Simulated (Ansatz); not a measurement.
# MgPbS3 (model cell, started as cubic perovskite with Pb in the octahedra): a soft mode frozen in

Aim: this structure of MgPbS3 (model cell, started as cubic perovskite with Pb in the octahedra) is to be tested for unstable modes, and one is followed downhill.

Main program and level: Ansatz 0.2.0; DFT PBEsol, scalar-relativistic, plane waves, PAW; PAW set soft_1.

The structure was built from a prototype and need not be the compound's stable phase.

## 1. Starting point

Symmetry: Pm-3m, No. 221, cubic system. The conventional cell has a = 5.069 Å, b = 5.069 Å, c = 5.069 Å, α = 90.00°, β = 90.00°, γ = 90.00°. Nearest to Mg lie 12 S at 3.58 Å. Nearest to Pb lie 6 S at 2.53 Å. Nearest to S lie 2 Pb at 2.53 Å. Farther neighbours and most contacts between anions are not listed.

## 2. Response at finite wavevector

The cell comes from relaxations at this level that are not shown. Stability and thermal properties need the whole zone. Linear response on a 2×2×2 q mesh gives force constants as far as a supercell of that size would.

input.yaml

```yaml
crystal:
  lattice:
    - [5.0694638885, 0.0, 0.0]
    - [0.0, 5.0694638885, 0.0]
    - [0.0, 0.0, 5.0694638885]
  atoms:
    - { symbol: Mg, position: [0.0, 0.0, 0.0] }
    - { symbol: Pb, position: [0.5, 0.5, 0.5] }
    - { symbol: S, position: [0.5, 0.5, 0.0] }
    - { symbol: S, position: [0.5, 0.0, 0.5] }
    - { symbol: S, position: [0.0, 0.5, 0.5] }
kpoints:
  mp_grid: { grid: [8, 8, 8] }
hamiltonian:
  xc: pbesol
  pseudopotentials: { kind: paw, azcp: { folder: soft_1 }, xc_functional: pbe }
scf:
  occupations: { method: methfessel_paxton, width: 0.2 }
output:
  eigenvalues: true
phonons:
  method: dfpt
  qmesh: [2, 2, 2]
  temperatures: { t_max: 1000, t_step: 50 }
  qpath:
    path:
      - [[0.0, 0.0, 0.0], [0.0, 0.5, 0.0], [0.5, 0.5, 0.0], [0.0, 0.0, 0.0], [0.5, 0.5, 0.5], [0.0, 0.5, 0.0]]
      - [[0.5, 0.5, 0.5], [0.5, 0.5, 0.0]]
    npoints: 10
```

Run with:

```sh
$ ansatz run input.yaml --threads 8 --pin off --max-ram 16384MiB --backend cpu --events-out ev --progress --plain --runs-dir out
```

Numbers of over 12 decimals in the logs are rounded to 6 here.

Log:

```text
Engine: ansatz 0.2.0, aarch64-unknown-linux-gnu
Pseudopotentials: kind: paw
Pseudopotential: Mg, paw, valence charge 10, recommended cutoff 420 eV (normal), soft_1/Mg.paw.azcp
Pseudopotential: Pb, paw, valence charge 14, recommended cutoff 420 eV (normal), soft_1/Pb.paw.azcp
Pseudopotential: S, paw, valence charge 6, recommended cutoff 420 eV (normal), soft_1/S.paw.azcp
Functional definition: PBEsol
  exchange = pbesol_x
  correlation = pbesol_c
Crystal: 5 atoms, lattice volume = 130.283 Å³
Basis set: ecut = 420 eV, 2517 PW (Γ), exchange–correlation on 72×72×72 points (8 copies of the dense FFT grid, shifted against one another)
Bands: 26, of which v1, the nominal top of the filled ones, is band 21 counted from 1 (20 counted from 0)
Symmetry: 48 space group operations
k-points: 35 of 512
Non-local potential: Mg, projectors of the file, l = 0: 3, l = 1: 2, l = 2: 1
Non-local potential: Pb, projectors of the file, l = 0: 2, l = 1: 2, l = 2: 2, l = 3: 1
Non-local potential: S, projectors of the file, l = 0: 2, l = 1: 2, l = 2: 1
PAW form: soft (Blöchl's): semilocal exchange-correlation on the pseudo side does not see the compensation charge
PAW frozen core: Mg, regenerated for the run's functional, and the local potential with it (the file was generated under x = pbe(κ = 0.804, μ = 0.219515), c = pbe(β = 0.066725))
PAW frozen core: Pb, regenerated for the run's functional, and the local potential with it (the file was generated under x = pbe(κ = 0.804, μ = 0.219515), c = pbe(β = 0.066725))
PAW frozen core: S, regenerated for the run's functional, and the local potential with it (the file was generated under x = pbe(κ = 0.804, μ = 0.219515), c = pbe(β = 0.066725))
PAW one-centre angular grid: Mg, 110 points (default); XC on 64 Gauss nodes
PAW one-centre angular grid: Pb, 590 points (default); XC on 64 Gauss nodes
PAW one-centre angular grid: S, 110 points (default); XC on 64 Gauss nodes
Initial density: superposition of atomic densities (chi_scale 0.1, normalization cell, long waves kept (reshape's long-wave potential 0.01 eV rms))
Initial wavefunctions: pseudopotential atomic-orbital guess
Functional: x = pbesol(κ = 0.804, μ = 0.123457), c = pbesol(β = 0.046)
SCF iter   1: F=—  HF=-16323.170799 eV  |F-HF|=—  |Δ(HF+E_count)|=         —  Δρ=3.53e-2  dr2=2.12e0  ethr=3.10e-3  ⟨swp⟩=7.1  Hψ=4881  notcnv=0
preconditioner: auto → Kerker (q_TF=auto, 2.259 Å⁻¹)  [metal: Δε(μ)=0.014 eV  Ē_g=11.219 eV  σ=0.200 eV  W_gap=0.06  n_scr=26 (ndim 8)  ℏωp=19.0 eV  f_vac=0.000  D(μ)=3.49/eV (n_scr^D=26)]
SCF iter   2: F=—  HF=-16322.723724 eV  |F-HF|=—  |Δ(HF+E_count)|=   4.47e-1  S|Δr|=    0.00e0  Δρ=1.92e-2  dr2=6.02e-1  ethr=3.10e-3  ⟨swp⟩=3.3  Hψ=1989  notcnv=0  defer=10
SCF iter   3: F=—  HF=-16322.629833 eV  |F-HF|=—  |Δ(HF+E_count)|=   9.39e-2  S|Δr|=    0.00e0  Δρ=4.22e-3  dr2=4.25e-2  ethr=1.43e-3  ⟨swp⟩=2.3  Hψ=1415  notcnv=0  defer=10
SCF iter   4: F=—  HF=-16322.631406 eV  |F-HF|=—  |Δ(HF+E_count)|=   1.57e-3  S|Δr|=    0.00e0  Δρ=1.30e-3  dr2=5.75e-3  ethr=1.01e-4  ⟨swp⟩=2.7  Hψ=1679  notcnv=0  defer=9
SCF iter   5: F=—  HF=-16322.630603 eV  |F-HF|=—  |Δ(HF+E_count)|=   8.03e-4  S|Δr|=    0.00e0  Δρ=4.83e-4  dr2=7.71e-4  ethr=1.37e-5  ⟨swp⟩=1.5  Hψ=948  notcnv=0  defer=9
SCF iter   6: F=—  HF=-16322.630322 eV  |F-HF|=—  |Δ(HF+E_count)|=   2.81e-4  S|Δr|=    0.00e0  Δρ=1.85e-4  dr2=3.11e-5  ethr=1.83e-6  ⟨swp⟩=2.0  Hψ=1490  notcnv=0  defer=9
SCF iter   7: F=—  HF=-16322.630327 eV  |F-HF|=—  |Δ(HF+E_count)|=   4.45e-6  S|Δr|=    0.00e0  Δρ=3.65e-5  dr2=1.92e-6  ethr=7.39e-8  ⟨swp⟩=2.1  Hψ=1644  notcnv=0  defer=9
SCF iter   8: F=—  HF=-16322.630329 eV  |F-HF|=—  |Δ(HF+E_count)|=   1.93e-6  S|Δr|=    0.00e0  Δρ=1.34e-5  dr2=3.98e-7  ethr=4.57e-9  ⟨swp⟩=2.0  Hψ=1595  notcnv=0  defer=10
SCF iter   9: F=—  HF=-16322.630329 eV  |F-HF|=—  |Δ(HF+E_count)|=   1.81e-7  S|Δr|=    0.00e0  Δρ=3.99e-6  dr2=5.79e-8  ethr=9.49e-10  ⟨swp⟩=2.7  Hψ=1594  notcnv=0  defer=10
SCF iter  10: F=—  HF=-16322.630329 eV  |F-HF|=—  |Δ(HF+E_count)|=   1.90e-9  S|Δr|=    0.00e0  Δρ=1.43e-6  dr2=5.04e-9  ethr=1.38e-10  ⟨swp⟩=2.7  Hψ=1670  notcnv=0  defer=10
SCF iter  11: F=—  HF=-16322.630329 eV  |F-HF|=—  |Δ(HF+E_count)|=  3.27e-10  S|Δr|=    0.00e0  Δρ=3.30e-7  dr2=1.31e-10  ethr=1.20e-11  ⟨swp⟩=2.4  Hψ=1459  notcnv=0  defer=10
SCF iter  12: F=—  HF=-16322.630329 eV  |F-HF|=—  |Δ(HF+E_count)|=  5.82e-11  S|Δr|=    0.00e0  Δρ=9.82e-8  dr2=1.70e-11  ethr=1.00e-12  ⟨swp⟩=2.3  Hψ=1400  notcnv=0  defer=10
SCF iter  13: F=-16322.630329 eV  HF=-16322.630329 eV  |F-HF|=1.82e-12  |Δ(HF+E_count)|=  5.46e-12  S|Δr|=    0.00e0  Δρ=2.68e-8  dr2=1.05e-12  ethr=1.00e-12  ⟨swp⟩=10.3  Hψ=4931  notcnv=0
SCF 1 converged in 13 iterations: F = -16322.630329 eV  dr2 = 1.05e-12
  greatest PAW one-centre occupation: 1.000 electrons in one spin orbital (limit 2), on the Mg atom at site 0 (counted from 0), in its partial waves of l = 0
Initial density: read from a saved state, or passed on in memory by an earlier SCF of this step, an earlier step, the calling program or the single point that the run made first
iter 1 solved again at ethr=3.21e-8 eV; its pass at ethr=3.10e-3 eV (dr2=1.35e-5 eV) is discarded
SCF iter   1: F=—  HF=-16322.630328 eV  |F-HF|=—  |Δ(HF+E_count)|=         —  Δρ=4.98e-7  dr2=3.29e-10  ethr=3.21e-8  ⟨swp⟩=4.9  Hψ=8075  notcnv=0
eigensolver tolerance schedule: the retry pair's looser diagonalisation over-reported the residual by 40913.10 of it (diagonalisation noise at 0.73 of the residual, at the tolerance the schedule requests for it); recorded, not acted on — ethr = c·dr2/N_el stays at c = 1.0e-1
preconditioner: auto → Kerker (q_TF=auto, 2.259 Å⁻¹)  [metal: Δε(μ)=0.016 eV  Ē_g=11.499 eV  σ=0.200 eV  W_gap=0.07  n_scr=26 (ndim 8)  ℏωp=19.0 eV  f_vac=0.000  D(μ)=3.14/eV (n_scr^D=18)]
SCF iter   2: F=—  HF=-16322.630329 eV  |F-HF|=—  |Δ(HF+E_count)|=   9.11e-7  S|Δr|=    0.00e0  Δρ=2.39e-7  dr2=6.11e-11  ethr=1.00e-12  ⟨swp⟩=5.1  Hψ=2856  notcnv=0
SCF iter   3: F=—  HF=-16322.630329 eV  |F-HF|=—  |Δ(HF+E_count)|=  1.82e-11  S|Δr|=    0.00e0  Δρ=1.54e-7  dr2=2.73e-11  ethr=1.00e-12  ⟨swp⟩=1.0  Hψ=910  notcnv=0
SCF iter   4: F=—  HF=-16322.630329 eV  |F-HF|=—  |Δ(HF+E_count)|=    0.00e0  S|Δr|=    0.00e0  Δρ=8.86e-8  dr2=1.03e-11  ethr=1.00e-12  ⟨swp⟩=1.0  Hψ=910  notcnv=0
SCF iter   5: F=-16322.630329 eV  HF=-16322.630329 eV  |F-HF|=1.82e-12  |Δ(HF+E_count)|=  1.82e-12  S|Δr|=    0.00e0  Δρ=5.84e-8  dr2=4.67e-12  ethr=1.00e-12  ⟨swp⟩=5.4  Hψ=2671  notcnv=0
SCF 2 converged in 5 iterations: F = -16322.630329 eV  dr2 = 4.67e-12
phonons: the bands overlap, so this run is a metal and interpolates without the dipole-dipole term. If the crystal is really an insulator or semiconductor, its LO-TO splitting is missing
NSCF: frozen V_eff on 35 k-points
NSCF: frozen V_eff on 125 k-points
DFPT response loops at q = (0, 0, 0) (fractional): preconditioner auto → Kerker (q_TF=auto, 2.259 Å⁻¹) (partly filled bands, converged f_vac=0.000); β = 1.00, the filter's whole step (`scf.mixing.beta` (0.50) is not read by the response loops under this deck's `scf.mixing.preconditioner`; to damp them name `kerker` or `kerker_dos`, under which they read `scf.mixing.beta`, and type it under 1.00, their step now; both keys bind the ground state too); Broyden in place of MSR1
NSCF: frozen V_eff on 250 k-points
DFPT response loops at q = (0, 0, -0.5) (fractional): mixed as the last ones told, above
NSCF: frozen V_eff on 250 k-points
DFPT response loops at q = (0, -0.5, -0.5) (fractional): mixed as the last ones told, above
NSCF: frozen V_eff on 250 k-points
DFPT response loops at q = (-0.5, -0.5, -0.5) (fractional): mixed as the last ones told, above
SCF converged after 13 iterations
Stability not checked: this state was not tested for a lower state beside it, because cold or Methfessel-Paxton smearing, or corrected tetrahedra, fill the levels in a way that the test cannot read (fill_not_monotonic; see scf.lower_state_search)
Free energy (F): -16322.630329 eV
Harris-Foulkes:  -16322.630329 eV  (|F-HF|=1.82e-12)
Internal energy: -16322.625266 eV  (E = F + TS)
E sigma→0 (E₀):  -16322.629063 eV
Entropy (-TS):   -0.005063 eV (-1.013 meV/atom)
Fermi energy:    5.085758 eV
--- Per-component energies (eV) ---
  E_band       = -492.703096
  E_kinetic    = 678.163495
  E_local      = -3613.942748  (includes V_loc(G=0)·N_el)
  E_nonlocal   = 611.797421
  E_hartree    = 1301.019990
  E_xc         = -488.798525
  E_vxc        = -412.903264  (∫ρ·V_xc dr)
  E_paw        = -12319.098392  (= ΣΔE_a)
  E_vpaw       = -357.857775  (= ΣTr[D̂ρ^β])
  E_aug_tail   = -0.000161  (compensation charges beyond the density's cutoff)
  E_ewald      = -2492.073227
  E_core_change = 0.306881  (= ΣΔE_core)
  E_smearing   = -0.005063  (= −TS)
  E_closure    = -0.000000  (closes the sum)
  Σ components = -16322.630329   (vs F -16322.630329, Δ=0.00e0)
--- Band table (eV; the first three rows and the last of 35) ---
  k-point 0: bands = [... 17 lower, 4.1802, 4.1802, 4.2280, 4.2280, 4.2280, 4.8393, 10.5057, 10.5057, ... 1 higher]
  k-point 1: bands = [... 17 lower, 4.1139, 4.1139, 4.1605, 4.2186, 4.2186, 5.3948, 10.1691, 10.7226, ... 1 higher]
  k-point 2: bands = [... 17 lower, 3.9096, 3.9096, 4.0080, 4.2407, 4.2407, 6.2272, 9.4148, 10.3838, ... 1 higher]
  k-point 34: bands = [... 17 lower, 4.7321, 4.7768, 5.3349, 5.3349, 5.3349, 8.2922, 8.2922, 8.2922, ... 1 higher]
--- Phonons (Γ-DFPT): 4 representative perturbations + reference (Σ response iterations 12) ---
  ASR residual: 3.217e-5 → 0.000e0 eV/Å²; symmetrization residual: 9.680e-6 eV/Å²
  ASR residual per site (eV/Å²): 3.22e-5 1.08e-5 9.78e-6 9.78e-6 9.78e-6
  Γ frequencies (cm⁻¹): -199.19 -199.19 -199.19 -191.12 -191.12 -191.12 0.00 0.00 0.00 2.76 2.76 2.76 358.15 358.15 358.15
--- Phonons (arbitrary-q DFPT): 4 irreducible q on the 2×2×2 mesh ---
  q = [0.0000, 0.0000, 0.0000] (star 1, of the zone-centre solve; hermiticity 1.43e-6, symmetrization 9.70e-13): -199.19 -199.19 -199.19 -191.12 -191.12 -191.12 -0.00 0.00 0.00 2.76 2.76 2.76 358.15 358.15 358.15
  q = [0.0000, 0.0000, -0.5000] (star 3, 9 solved perturbations in 975 linear systems a pass and spin channel, the states on 125 of 512 k-point pairs; hermiticity 1.04e-6, symmetrization 1.39e-12): -201.20 -191.36 -191.36 -137.70 -137.70 -131.26 -122.15 -68.91 -68.91 28.14 28.14 132.50 329.63 359.68 359.68
  q = [0.0000, -0.5000, -0.5000] (star 3, 9 solved perturbations in 975 linear systems a pass and spin channel, the states on 125 of 512 k-point pairs; hermiticity 1.21e-6, symmetrization 9.87e-13): -204.37 -204.37 -185.56 -141.77 -137.31 -137.31 -60.69 -45.86 -45.86 40.93 133.81 133.81 312.08 348.88 360.80
  q = [-0.5000, -0.5000, -0.5000] (star 1, 4 solved perturbations in 350 linear systems a pass and spin channel, the states on 125 of 512 k-point pairs; hermiticity 6.63e-7, symmetrization 1.70e-12): -200.14 -200.14 -200.14 -190.90 -190.90 -190.90 100.75 100.75 100.75 134.28 134.28 134.28 310.84 310.84 374.23
  sum rule: each row above includes the acoustic sum rule's correction from the zone centre's row sums; it moved no ω² by more than (0.60 cm⁻¹)²
  mesh force constants: q→R imaginary residual 4.60e-18; ASR residual 3.217e-5 → 0.000e0 eV/Å²; symmetrization residual 1.243e-14 eV/Å²
  interpolated dispersion: 62 rows × 15 modes
  density of states and harmonic sums: on the 12×12×12 q-mesh, interpolated from the force constants of a 2×2×2 supercell (no non-analytic term)
  largest difference from the sums on the solved wave vectors: F 1.46e-2 eV, S 7.12e-5 and C_V 4.42e-5 eV/K
  zero-point energy: 0.083720 eV/cell   skipped modes (ω ≤ 0): 679, of them read as no rigid motion or as one in doubt: 676 (8.112e0 modes/cell left out, lowest -204.37 cm⁻¹)   left out of the sums: 5.41e-1 of the cell's modes: C_V's classical limit lies that fraction below 3 k_B per atom; for a crystal, a wire or a layer, F and S can be off by more, and a phonons.interpolated_qmesh denser along its periods is the remedy for the sampling
```

Wall time 2.2 min (8 threads of Arm Neoverse V1, shared host); peak memory 1.4 GiB; 16 min of CPU time.

This step gave:

* volume per atom: 26.06 Å³
* gap on the k-mesh: 0 eV
* sum-rule residual before enforcement: 3.22e-5 eV/Å²
* lowest frequency on the path: -204.4 cm⁻¹
* point group: m-3m
* highest frequency on the path or at a solved wavevector: 374.2 cm⁻¹
* highest optical mode at the zone centre (no LO-TO term): 358.1 cm⁻¹
* lowest optical zone-centre mode: -199.2 cm⁻¹
* lowest mode on the q mesh (acoustic modes at Γ apart): -204.4 cm⁻¹

Frequencies (cm⁻¹) solved at each irreducible wavevector; negative means imaginary. Frequencies by wavevector, by row:

```
q in reciprocal lattice units  star  mode 1  mode 2  mode 3  mode 4  mode 13  mode 14  mode 15
                        0 0 0     1  -199.2  -199.2  -199.2  -191.1    358.1    358.1    358.1
                     0 0 -0.5     3  -201.2  -191.4  -191.4  -137.7    329.6    359.7    359.7
                  0 -0.5 -0.5     3  -204.4  -204.4  -185.6  -141.8    312.1    348.9    360.8
               -0.5 -0.5 -0.5     1  -200.1  -200.1  -200.1  -190.9    310.8    310.8    374.2
```

Interpolated from a 2×2×2 q mesh. Phonon branches along the path, in cm⁻¹:

```
    point  branch 1  branch 2  branch 3  branch 4  branch 12  branch 13  branch 14  branch 15
        Γ      -199      -199      -199      -191          3        358        358        358
  halfway      -196      -195      -195      -177         90        345        359        359
        X      -201      -191      -191      -138        132        330        360        360
  halfway      -203      -190      -183      -177        133        324        353        360
        M      -204      -204      -186      -142        134        312        349        361
  halfway      -199      -190      -186      -184         94        337        354        360
        Γ      -199      -199      -199      -191          3        358        358        358
  halfway      -196      -196      -188      -169         97        337        337        364
        R      -200      -200      -200      -191        134        311        311        374
  halfway      -197      -190      -188      -186        133        321        337        367
        X      -201      -191      -191      -138        132        330        360        360
jump to R      -200      -200      -200      -191        134        311        311        374
  halfway      -201      -201      -188      -179        134        312        329        370
        M      -204      -204      -186      -142        134        312        349        361
```

Symmetry leaves 4 wavevectors to solve. The lowest mode among them, the acoustic zeros apart, lies at q = (0, -0.5, -0.5) and is imaginary, 204.4i cm⁻¹, so the energy falls along it.

## 3. The mode frozen in, largest atomic shift 0 Å

The mode followed lies at q = (0, -0.5, -0.5) with frequency 204.4i cm⁻¹ and is 2-fold degenerate, the softest among the wavevectors solved. At small amplitude the distorted cell has space group no. 65 by a symmetry search on the positions. The undistorted cell that holds it gives the zero of energy on the same k mesh.

System of this step: MgPbS3 (model cell, started as cubic perovskite with Pb in the octahedra). It takes space group Pm-3m (No. 221, cubic). The conventional cell has a = 5.069 Å, b = 5.069 Å, c = 5.069 Å, α = 90.00°, β = 90.00°, γ = 90.00°. Nearest to Mg lie 12 S at 3.58 Å. Nearest to Pb lie 6 S at 2.53 Å. Nearest to S lie 2 Pb at 2.53 Å. Nearest to S lie 2 Pb at 2.53 Å. Farther neighbours and most contacts between anions are not listed.

input.yaml

```yaml
crystal:
  lattice:
    - [-5.0694638885, 0.0, 0.0]
    - [0.0, -5.0694638885, -5.0694638885]
    - [0.0, -5.0694638885, 5.0694638885]
  atoms:
    - { symbol: Mg, position: [1.0, 0.5, 0.5] }
    - { symbol: Mg, position: [1.0, 0.0, 0.0] }
    - { symbol: Pb, position: [0.5, 0.0, 0.5] }
    - { symbol: Pb, position: [0.5, 0.5, 0.0] }
    - { symbol: S, position: [0.5, 0.25, 0.25] }
    - { symbol: S, position: [0.5, 0.75, 0.75] }
    - { symbol: S, position: [0.5, 0.75, 0.25] }
    - { symbol: S, position: [0.5, 0.25, 0.75] }
    - { symbol: S, position: [1.0, 0.0, 0.5] }
    - { symbol: S, position: [1.0, 0.5, 0.0] }
kpoints:
  mp_grid: { grid: [8, 6, 6] }
hamiltonian:
  xc: pbesol
  pseudopotentials: { kind: paw, azcp: { folder: soft_1 }, xc_functional: pbe }
scf:
  occupations: { method: methfessel_paxton, width: 0.2 }
output:
  forces: true
  stress: true
  eigenvalues: true
```

Log:

```text
[...]
Crystal: 10 atoms, lattice volume = 260.565 Å³
Basis set: ecut = 420 eV, 5061 PW (Γ), exchange–correlation on 72×96×96 points (8 copies of the dense FFT grid, shifted against one another)
Bands: 52, of which v1, the nominal top of the filled ones, is band 42 counted from 1 (41 counted from 0)
Symmetry: 32 space group operations
[...]
k-points: 50 of 288
[...]
k-point 0: bands = [... 38 lower, 4.2132, 4.2132, 4.2196, 4.7193, 4.8377, 5.2978, 6.5766, 8.0469, ... 6 higher]
  k-point 1: bands = [... 38 lower, 4.1480, 4.1822, 4.2610, 4.4591, 5.1760, 5.3356, 6.5008, 7.1896, ... 6 higher]
  k-point 2: bands = [... 38 lower, 4.0776, 4.0844, 4.0967, 4.4184, 4.9307, 5.5326, 6.0737, 6.9469, ... 6 higher]
  k-point 49: bands = [... 38 lower, 4.7048, 4.7048, 5.2851, 5.2851, 6.5739, 6.5739, 8.0400, 8.0400, ... 6 higher]
[key lines of the parts left out:]
SCF converged after 9 iterations
Free energy (F): -32645.253907 eV
Fermi energy:    5.038488 eV
P = ⅓ Tr σ = 0.1149 GPa (1.149 kbar)
```

The job ended after 5.7 s (8 threads; peak memory 1.1 GiB).

Numbers from this step:

```
pressure                         : 0.1149 GPa
energy from the undistorted cell : 0 meV/atom
```

The run ends at a pressure of 0.11 GPa.

[end of part 1 of 3]

[Logs are printed without paths, hosts, clocks, repeated set-up lines and the standing remarks that a program may print on its own settings, such as how far it seeks lower states.]

[Hosts, paths, dates, database ids (printed as entryN), source tags and the programs' standing remarks are cut or masked in the printed files.]
